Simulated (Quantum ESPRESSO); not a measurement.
# Collinear magnetic orders of Sr3Ru2O7 with Quantum ESPRESSO, part 2 of 2

Aim: find out which collinear order of Sr3Ru2O7 costs least.

Quantum ESPRESSO 7.5; LDA; plane waves with GBRV 1.5 LDA potentials, no spin-orbit coupling.

So far, absolute magnetization (μB): step 2 (run 1, typed as ferro ++) 1.12.

### Step 3. Run 2, typed as antiferro +−

The input, pw.in:

```
&CONTROL
  calculation = 'scf'
  prefix = 'pwscf'
  outdir = './tmp'
  pseudo_dir = './pseudo'
  disk_io = 'nowf'
/
&SYSTEM
  ibrav = 0
  nat = 12
  ntyp = 4
  ecutwfc = 40
  ecutrho = 280
  nbnd = 68
  occupations = 'smearing'
  smearing = 'fd'
  degauss = 0.00367493
  nspin = 2
  starting_magnetization(1) = 0
  starting_magnetization(2) = 0.125
  starting_magnetization(3) = -0.125
  starting_magnetization(4) = 0
/
&ELECTRONS
  conv_thr = 2.4d-08
  electron_maxstep = 150
  mixing_beta = 0.3
/
ATOMIC_SPECIES
Sr     87.6200 sr_lda_v1.uspp.F.UPF
Ru1   101.0700 ru_lda_v1.2.uspp.F.UPF
Ru2   101.0700 ru_lda_v1.2.uspp.F.UPF
O      15.9990 o_lda_v1.2.uspp.F.UPF
CELL_PARAMETERS angstrom
  -1.9451500000    1.9451500000   10.2759950000
   1.9451500000   -1.9451500000   10.2759950000
   1.9451500000    1.9451500000  -10.2759950000
ATOMIC_POSITIONS crystal
Sr      0.5000000000    0.5000000000    0.0000000000
Sr      0.3144000000    0.3144000000    0.0000000000
Sr      0.6856000000    0.6856000000    0.0000000000
Ru1     0.0972000000    0.0972000000    0.0000000000
Ru2     0.9028000000    0.9028000000    0.0000000000
O       0.0000000000    0.0000000000    0.0000000000
O       0.1952000000    0.1952000000    0.0000000000
O       0.8048000000    0.8048000000    0.0000000000
O       0.5961000000    0.0961000000    0.5000000000
O       0.0961000000    0.5961000000    0.5000000000
O       0.4039000000    0.9039000000    0.5000000000
O       0.9039000000    0.4039000000    0.5000000000
K_POINTS automatic
8 8 8 0 0 0
```

Command:

```bash
> OMP_NUM_THREADS=1 mpirun -n 4 pw.x -nk 4 -in pw.in > pw.out
```

What it wrote:

```text
[banner, memory and clock lines left out]
Program PWSCF v.7.5 starts

     Message from routine setup:
     using ibrav=0 with symmetry is DISCOURAGED, use correct ibrav instead

     bravais-lattice index     =            0
     lattice parameter (alat)  =      20.1026  a.u.
     unit-cell volume          =    1049.5102 (a.u.)^3
     number of atoms/cell      =           12
     number of atomic types    =            4
     number of electrons       =       104.00
     number of Kohn-Sham states=           68
     kinetic-energy cutoff     =      40.0000  Ry
     charge density cutoff     =     280.0000  Ry
     scf convergence threshold =      2.4E-08
     mixing beta               =       0.3000
     number of iterations used =            8  plain     mixing
     Exchange-correlation= SLA  PZ   NOGX NOGC
                           (   1   1   0   0   0   0   0)

     celldm(1)=  20.102573  celldm(2)=   0.000000  celldm(3)=   0.000000
     celldm(4)=   0.000000  celldm(5)=   0.000000  celldm(6)=   0.000000

     crystal axes: (cart. coord. in units of alat)
               a(1) = (  -0.182852   0.182852   0.965987 )
               a(2) = (   0.182852  -0.182852   0.965987 )
               a(3) = (   0.182852   0.182852  -0.965987 )

     reciprocal axes: (cart. coord. in units 2 pi/alat)
               b(1) = (  0.000000  2.734448  0.517606 )
               b(2) = (  2.734448  0.000000  0.517606 )
               b(3) = (  2.734448  2.734448  0.000000 )

     PseudoPot. # 1 for Sr read from file:
     sr_lda_v1.uspp.F.UPF
     Pseudo is Ultrasoft + core correction, Zval = 10.0

     PseudoPot. # 2 for Ru read from file:
     ru_lda_v1.2.uspp.F.UPF
     Pseudo is Ultrasoft + core correction, Zval = 16.0

     PseudoPot. # 3 for Ru read from file:
     ru_lda_v1.2.uspp.F.UPF
     Pseudo is Ultrasoft + core correction, Zval = 16.0

     PseudoPot. # 4 for O  read from file:
     o_lda_v1.2.uspp.F.UPF
     Pseudo is Ultrasoft + core correction, Zval =  6.0

     atomic species   valence    mass     pseudopotential
     Sr               10.00    87.62000     Sr( 1.00)
     Ru1              16.00   101.07000     Ru( 1.00)
     Ru2              16.00   101.07000     Ru( 1.00)
     O                 6.00    15.99900     O ( 1.00)

     Starting magnetic structure
     atomic species   magnetization
     Sr              0.000
     Ru1             0.125
     Ru2            -0.125
     O               0.000

      8 Sym. Ops. (no inversion) found

   Cartesian axes

     site n.     atom                  positions (alat units)
         1        Sr     tau(   1) = (   0.0000000   0.0000000   0.9659866  )
         2        Sr     tau(   2) = (   0.0000000   0.0000000   0.6074124  )
         3        Sr     tau(   3) = (  -0.0000000  -0.0000000   1.3245608  )
         4        Ru1    tau(   4) = (  -0.0000000  -0.0000000   0.1877878  )
         5        Ru2    tau(   5) = (  -0.0000000  -0.0000000   1.7441854  )
         6        O      tau(   6) = (   0.0000000   0.0000000   0.0000000  )
         7        O      tau(   7) = (   0.0000000   0.0000000   0.3771212  )
         8        O      tau(   8) = (   0.0000000   0.0000000   1.5548520  )
         9        O      tau(   9) = (   0.0000000   0.1828523   0.1856626  )
        10        O      tau(  10) = (   0.1828523   0.0000000   0.1856626  )
        11        O      tau(  11) = (   0.1828523  -0.0000000   0.7803240  )
        12        O      tau(  12) = (  -0.0000000   0.1828523   0.7803240  )

     number of k points=    59  Fermi-Dirac smearing, width (Ry)=  0.0037
                       cart. coord. in units 2pi/alat
        k(    1) = (   0.0000000   0.0000000   0.0000000), wk =   0.0019531
        k(    2) = (   0.3418060   0.3418060   0.0000000), wk =   0.0078125
        k(    3) = (   0.6836120   0.6836120   0.0000000), wk =   0.0078125
        k(    4) = (   1.0254180   1.0254180   0.0000000), wk =   0.0078125
        k(    5) = (  -1.3672241  -1.3672241   0.0000000), wk =   0.0039062
        [... 54 further k-points ...]

     Dense  grid:    83095 G-vectors     FFT dimensions: ( 108, 108, 108)

     Smooth grid:    35859 G-vectors     FFT dimensions: (  81,  81,  81)

     Check: negative core charge=   -0.000003
     Generating pointlists ...
     new r_m :   0.0950 (alat units)  1.9096 (a.u.) for type    1
     new r_m :   0.0754 (alat units)  1.5164 (a.u.) for type    2
     new r_m :   0.0754 (alat units)  1.5164 (a.u.) for type    3
     new r_m :   0.0754 (alat units)  1.5164 (a.u.) for type    4

     Initial potential from superposition of free atoms

     starting charge     101.9188, renormalised to     104.0000

     negative rho (up, down):  1.657E-01 1.657E-01
     Starting wfcs are   93 randomized atomic wfcs

     Self-consistent Calculation

     iteration #  1     ecut=    40.00 Ry     beta= 0.30
     Davidson diagonalization with overlap
     ethr =  1.00E-02,  avg # of iterations =  2.1

     negative rho (up, down):  1.664E-01 1.664E-01

     total energy              =    -825.57816700 Ry
     estimated scf accuracy    <       4.06836232 Ry

     total magnetization       =    -0.00 Bohr mag/cell
     absolute magnetization    =     3.06 Bohr mag/cell

     iteration #  2     ecut=    40.00 Ry     beta= 0.30
     Davidson diagonalization with overlap
     ethr =  3.91E-03,  avg # of iterations =  2.0

     negative rho (up, down):  1.671E-01 1.671E-01

     total energy              =    -826.30442488 Ry
     estimated scf accuracy    <       0.34802845 Ry

     total magnetization       =    -0.00 Bohr mag/cell
     absolute magnetization    =     2.86 Bohr mag/cell

     [... further iterations left out ...]

     iteration # 22     ecut=    40.00 Ry     beta= 0.30
     Davidson diagonalization with overlap
     ethr =  1.11E-10,  avg # of iterations =  2.1

     negative rho (up, down):  1.713E-01 1.713E-01

     total energy              =    -826.33890143 Ry
     estimated scf accuracy    <       0.00000007 Ry

     total magnetization       =    -0.00 Bohr mag/cell
     absolute magnetization    =     0.03 Bohr mag/cell

     iteration # 23     ecut=    40.00 Ry     beta= 0.30
     Davidson diagonalization with overlap
     ethr =  6.71E-11,  avg # of iterations =  1.4

     negative rho (up, down):  1.713E-01 1.713E-01

     Magnetic moment per site  (integrated on atomic sphere of radius R)
     atom   1 (R=0.095)  charge=  6.9884  magn= -0.0000
     atom   2 (R=0.095)  charge=  7.0078  magn= -0.0000
     atom   3 (R=0.095)  charge=  7.0078  magn=  0.0000
     atom   4 (R=0.075)  charge= 11.1242  magn=  0.0082
     atom   5 (R=0.075)  charge= 11.1242  magn= -0.0087
     atom   6 (R=0.075)  charge=  5.3488  magn= -0.0000
     atom   7 (R=0.075)  charge=  5.2754  magn=  0.0001
     atom   8 (R=0.075)  charge=  5.2754  magn= -0.0001
     atom   9 (R=0.075)  charge=  5.3676  magn=  0.0016
     atom  10 (R=0.075)  charge=  5.3676  magn=  0.0016
     atom  11 (R=0.075)  charge=  5.3676  magn= -0.0017
     atom  12 (R=0.075)  charge=  5.3676  magn= -0.0017

     End of self-consistent calculation

     Number of k-points >= 100: set verbosity='high' to print the bands.

     the Fermi energy is    11.9263 ev

!    total energy              =    -826.33890147 Ry
     estimated scf accuracy    <       0.00000002 Ry
     smearing contrib. (-TS)   =      -0.00586014 Ry
     internal energy E=F+TS    =    -826.33304133 Ry

     The total energy is F=E-TS. E is the sum of the following terms:
     one-electron contribution =    -329.58473198 Ry
     hartree contribution      =     222.75336630 Ry
     xc contribution           =    -156.74494856 Ry
     ewald contribution        =    -562.75672709 Ry

     total magnetization       =    -0.00 Bohr mag/cell
     absolute magnetization    =     0.03 Bohr mag/cell

     convergence has been achieved in  23 iterations
```

The job ended after 21 min (4 MPI ranks of Intel Xeon Platinum 8375C at 2.90GHz (Ice Lake), shared host; peak memory 1.8 GiB; 85 min of CPU time).

Spin moment in the atom's sphere by atom:

```
atom  spin moment in the atom's sphere (μB)
 Sr1                                 0.0000
 Sr2                                 0.0000
 Sr3                                 0.0000
 Ru4                                 0.0082
 Ru5                                -0.0087
  O6                                 0.0000
  O7                                 0.0001
  O8                                -0.0001
  O9                                 0.0016
 O10                                 0.0016
 O11                                -0.0017
 O12                                -0.0017
```

Read from the output:

```
smearing term TS       : 0.07973 eV
magnetization          : 0 μB
absolute magnetization : 0.032 μB
final state            : non-magnetic
```

### Step 4. The states side by side

An order is kept where moments of 0.15 μB or more survive with the typed signs; meshes match where a doubled cell samples the same k points as the first cell.

Orders:

```
       start    final state  typed order kept  energy over the lowest (meV a seeded atom)  largest site moment (μB)  net moment (μB a cell of the first run)  mesh matched  CPU time (s)
    ferro ++  ferromagnetic               yes                                           0                    0.2829                                    1.108           yes          5020
antiferro +-   non-magnetic                no                                      0.3357                  0.008702                                  9.91e-4           yes          5081
```

### Step 5. What came out

```json
{
 "lowest state found": "ferromagnetic (from ferro ++)",
 "largest site moment": "0.283 μB",
 "state without moments": "0.336 meV a seeded atom higher"
}
```

What this shows: At this level spin polarisation gains little. 1 start lost its moments. This is the lowest of 2 collinear or spinless starts, no proof of the ground state.

[Logs and program files are shortened in this print: banners, set-up blocks, solver, clock and traceback lines can be left out without a mark of their own.]

[Logs are printed without paths, hosts, clocks, repeated set-up lines and the standing remarks that a program may print on its own settings, such as how far it seeks lower states.]

[Hosts, paths, dates, database ids (printed as entryN), source tags and the programs' standing remarks are cut or masked in the printed files.]

[Where a cell is said to come from a database of computed structures, the database is the Materials Project.]
